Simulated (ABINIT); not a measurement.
# Beyond one shot: AlN (F-43m), part 2 of 2

Wanted: G0W0 and self-consistent gaps of AlN (F-43m), with the cost of the cycles.

ABINIT 10.8.3; LDA and many-body steps on it, plane waves. Known limits of the many-body steps: not at the basis limit.

So far. Step 7 (evGW0, cycle 3): Against the cycle before, the gap moves by +0.001 eV. Step 10 (evGW, cycle 1): Against G0W0 in ABINIT (6×6×6 mesh, 104 bands, screening to 244.9 eV, Godby-Needs plasmon pole), the gap moves by +0.693 eV.

## Step 13: evGW, cycle 2

This step: evGW on LDA, plane waves, norm-conserving pseudopotentials.

run.abi reads:

```
acell 3*1.0 Angstrom
rprim 
  -0.000000000000 2.183993559600 2.183993559600
  2.183993559600 -0.000000000000 2.183993559600
  2.183993559600 2.183993559600 -0.000000000000
ntypat 2
znucl 13 7
natom 2
typat 1 2
xred 
  0.000000000000 0.000000000000 0.000000000000
  0.750000000000 0.750000000000 0.750000000000
pp_dirpath "pseudos"
pseudos "Al.upf, N.upf"
ecut 36
ngkpt 6 6 6
nshiftk 1
shiftk 0 0 0
kptopt 1
chksymbreak 0
istwfk *1
occopt 1
irdwfk 1
optdriver 4
nband 104
gwcalctyp 10
ecutsigx 36
symsigma 1
nkptgw 16
kptgw 
  0.0000000000 0.0000000000 0.0000000000
  0.1666666667 0.0000000000 0.0000000000
  0.3333333333 0.0000000000 0.0000000000
  0.5000000000 0.0000000000 0.0000000000
  0.1666666667 0.1666666667 0.0000000000
  0.3333333333 0.1666666667 0.0000000000
  0.5000000000 0.1666666667 0.0000000000
  -0.3333333333 0.1666666667 0.0000000000
  -0.1666666667 0.1666666667 0.0000000000
  0.3333333333 0.3333333333 0.0000000000
  0.5000000000 0.3333333333 0.0000000000
  -0.3333333333 0.3333333333 0.0000000000
  0.5000000000 0.5000000000 0.0000000000
  0.5000000000 0.3333333333 0.1666666667
  -0.3333333333 0.3333333333 0.1666666667
  -0.3333333333 0.5000000000 0.1666666667
bdgw 
  1 13
  1 13
  1 13
  1 13
  1 13
  1 13
  1 13
  1 13
  1 13
  1 13
  1 13
  1 13
  1 13
  1 13
  1 13
  1 13
ecuteps 9
irdscr 1
ppmodel 1
irdqps 1
indata_prefix "in"
outdata_prefix "out"
tmpdata_prefix "tmp"
```

Command:

```
> OMP_NUM_THREADS=1 mpirun -n 4 abinit run.abi > log
```

Run time: 8.6 min. Hardware: 4 MPI ranks of Arm Neoverse V2, shared host; peak memory 0.99 GiB.

Numbers from this step:

```
quasiparticle gap on the mesh                         : 5.509 eV
gap of the density functional on the mesh             : 3.259 eV
k of the valence top                                  : 0, 0, 0
k of the conduction bottom                            : 0.5, 0.5, 0
least direct quasiparticle gap on the computed points : 6.553 eV
```

Against the cycle before, the gap moves by +0.066 eV.

## Step 14: Screening, 6×6×6 mesh, 104 bands, screening to 244.9 eV

This step: RPA screening on LDA, plane waves, norm-conserving pseudopotentials.

run.abi reads:

```
acell 3*1.0 Angstrom
rprim 
  -0.000000000000 2.183993559600 2.183993559600
  2.183993559600 -0.000000000000 2.183993559600
  2.183993559600 2.183993559600 -0.000000000000
ntypat 2
znucl 13 7
natom 2
typat 1 2
xred 
  0.000000000000 0.000000000000 0.000000000000
  0.750000000000 0.750000000000 0.750000000000
pp_dirpath "pseudos"
pseudos "Al.upf, N.upf"
ecut 36
ngkpt 6 6 6
nshiftk 1
shiftk 0 0 0
kptopt 1
chksymbreak 0
istwfk *1
occopt 1
irdwfk 1
optdriver 3
nband 104
ecuteps 9
inclvkb 2
awtr 1
symchi 1
gwcalctyp 10
mbpt_sciss 2.637 eV
nqptdm 1
qptdm 
  0 0 0
indata_prefix "in"
outdata_prefix "out"
tmpdata_prefix "tmp"
```

The job ended after 3.3 s (4 MPI ranks; peak memory 0.7 GiB).

Numbers from this step:

| Quantity | Value |
| --- | --- |
| ε∞ with local fields, on this mesh, along the program's q direction | 3.649 |
| the same without local fields | 3.951 |
| plasma frequency | 23.01 eV |
| plane waves in the screening matrix | 169 |

This screening uses the functional's bands under a rigid shift, the mean opening of the cycle before.

## Step 15: Screening, 6×6×6 mesh, 104 bands, screening to 244.9 eV

This step: RPA screening on LDA from quasiparticle energies, plane waves, norm-conserving pseudopotentials.

Edit run.abi of step 14 so:

```diff
@@ -29,7 +29,21 @@
 symchi 1
+irdqps 1
 gwcalctyp 10
-mbpt_sciss 2.637 eV
-nqptdm 1
+nqptdm 15
 qptdm 
-  0 0 0
+  0.1666666667 0.0000000000 0.0000000000
+  0.3333333333 0.0000000000 0.0000000000
+  0.5000000000 0.0000000000 0.0000000000
+  0.1666666667 0.1666666667 0.0000000000
+  0.3333333333 0.1666666667 0.0000000000
+  0.5000000000 0.1666666667 0.0000000000
+  -0.3333333333 0.1666666667 0.0000000000
+  -0.1666666667 0.1666666667 0.0000000000
+  0.3333333333 0.3333333333 0.0000000000
+  0.5000000000 0.3333333333 0.0000000000
+  -0.3333333333 0.3333333333 0.0000000000
+  0.5000000000 0.5000000000 0.0000000000
+  0.5000000000 0.3333333333 0.1666666667
+  -0.3333333333 0.3333333333 0.1666666667
+  -0.3333333333 0.5000000000 0.1666666667
 indata_prefix "in"
```

mrgscr.stdin reads:

```
2
merged
q0_SCR
out_SCR
1
```

Command:

```
> OMP_NUM_THREADS=1 mpirun -n 4 abinit run.abi > log; mrgscr < mrgscr.stdin
```

Run time: 35 s. Hardware: 4 MPI ranks; peak memory 0.75 GiB; 2.3 min of CPU time.

Numbers from this step:

- plasma frequency: 23.01 eV
- plane waves in the screening matrix: 169

This screening reads the quasiparticle levels of the cycle before.

## Step 16: evGW, cycle 3

This step: evGW on LDA, plane waves, norm-conserving pseudopotentials.

Edit run.abi of step 15 so:

```diff
@@ -23,12 +23,10 @@
 irdwfk 1
-optdriver 3
+optdriver 4
 nband 104
-ecuteps 9
-inclvkb 2
-awtr 1
-symchi 1
-irdqps 1
 gwcalctyp 10
-nqptdm 15
-qptdm 
+ecutsigx 36
+symsigma 1
+nkptgw 16
+kptgw 
+  0.0000000000 0.0000000000 0.0000000000
   0.1666666667 0.0000000000 0.0000000000
@@ -48,2 +46,23 @@
   -0.3333333333 0.5000000000 0.1666666667
+bdgw 
+  1 13
+  1 13
+  1 13
+  1 13
+  1 13
+  1 13
+  1 13
+  1 13
+  1 13
+  1 13
+  1 13
+  1 13
+  1 13
+  1 13
+  1 13
+  1 13
+ecuteps 9
+irdscr 1
+ppmodel 1
+irdqps 1
 indata_prefix "in"
```

Command:

```
> OMP_NUM_THREADS=1 mpirun -n 4 abinit run.abi > log
```

Run time: 8.6 min. Hardware: 4 MPI ranks; peak memory 0.99 GiB.

Numbers from this step:

```
quasiparticle gap on the mesh                         : 5.518 eV
gap of the density functional on the mesh             : 3.259 eV
k of the valence top                                  : 0, 0, 0
k of the conduction bottom                            : 0.5, 0.5, 0
least direct quasiparticle gap on the computed points : 6.563 eV
```

Against the cycle before, the gap moves by +0.009 eV.

## Step 17: The runs together

Times are wall times on 4 MPI ranks of Arm Neoverse V2, shared host. The host was busy with other work, so they are no guide to cost. A run's time includes the screening step that it read.

```
           run   mesh  bands  screening cutoff (eV)  DFT gap (eV)  gap on the mesh (eV)  direct (eV)  ε∞ used     time
          G0W0  6×6×6    104                  244.9         3.259                 4.750        5.797     4.41     48 s
evGW0, cycle 1  6×6×6    104                  244.9         3.259                 5.119        6.198     4.41  9.1 min
evGW0, cycle 2  6×6×6    104                  244.9         3.259                 5.019        6.062     4.41  9.2 min
evGW0, cycle 3  6×6×6    104                  244.9         3.259                 5.020        6.068     4.41  9.2 min
 evGW, cycle 1  6×6×6    104                  244.9         3.259                 5.443        6.495     3.77  9.3 min
 evGW, cycle 2  6×6×6    104                  244.9         3.259                 5.509        6.553     3.66  9.3 min
 evGW, cycle 3  6×6×6    104                  244.9         3.259                 5.518        6.563     3.65  9.3 min
```

## Step 18: Results

```json
{
 "G0W0": "4.750 eV",
 "evGW0, cycle 1": "5.119 eV",
 "evGW0, cycle 2": "5.019 eV",
 "evGW0, cycle 3": "5.020 eV",
 "evGW, cycle 1": "5.443 eV",
 "evGW, cycle 2": "5.509 eV",
 "evGW, cycle 3": "5.518 eV",
 "known limits": "not at the basis limit"
}
```

Only the bands that the input lists are updated; the others, empty or deep, keep the functional's energies or take a rigid shift. The evGW loop starts from the last levels of evGW0, so its cycles and time come on top of those. evGW0 ends at 5.02 eV, +0.27 eV from G0W0, after 3 cycles that took 26 min beside the first screening; the last moved the gap by 0.001 eV. evGW ends at 5.52 eV, +0.77 eV from G0W0, after 3 cycles that took 28 min beside the first screening; the last moved the gap by 0.009 eV. The first cycle of evGW0 takes the full correction, without the factor Z, so it overshoots the one-shot value. Bands and cutoff are finite, so the gap is not at the basis limit. The miss can reach some tenths of an eV and take either sign; the mesh is an error of its own. In the updated screening the q = 0 part is built from Kohn-Sham bands under a rigid shift, the other q from the quasiparticle levels.

[Paths, hosts, dates, memory and timing lines, banners, echoed tables and standing remarks are left out of the program output.]

[Logs are printed without paths, hosts, clocks, repeated set-up lines and the standing remarks that a program may print on its own settings, such as how far it seeks lower states.]

[Runs of the session that timed out or met a known fault of the program may be left out.]

[Hosts, paths, dates, database ids (printed as entryN), source tags and the programs' standing remarks are cut or masked in the printed files.]

[G0W0 gaps are taken among the corrected bands and points alone; a level outside them can change the order at an edge.]

[Where Ansatz stands beside ABINIT at settings called matched, ABINIT's density can come from a denser mesh and the files from another edition; pairs whose starting gaps differed by over 0.03 eV were left out, so agreement reads better than it is.]
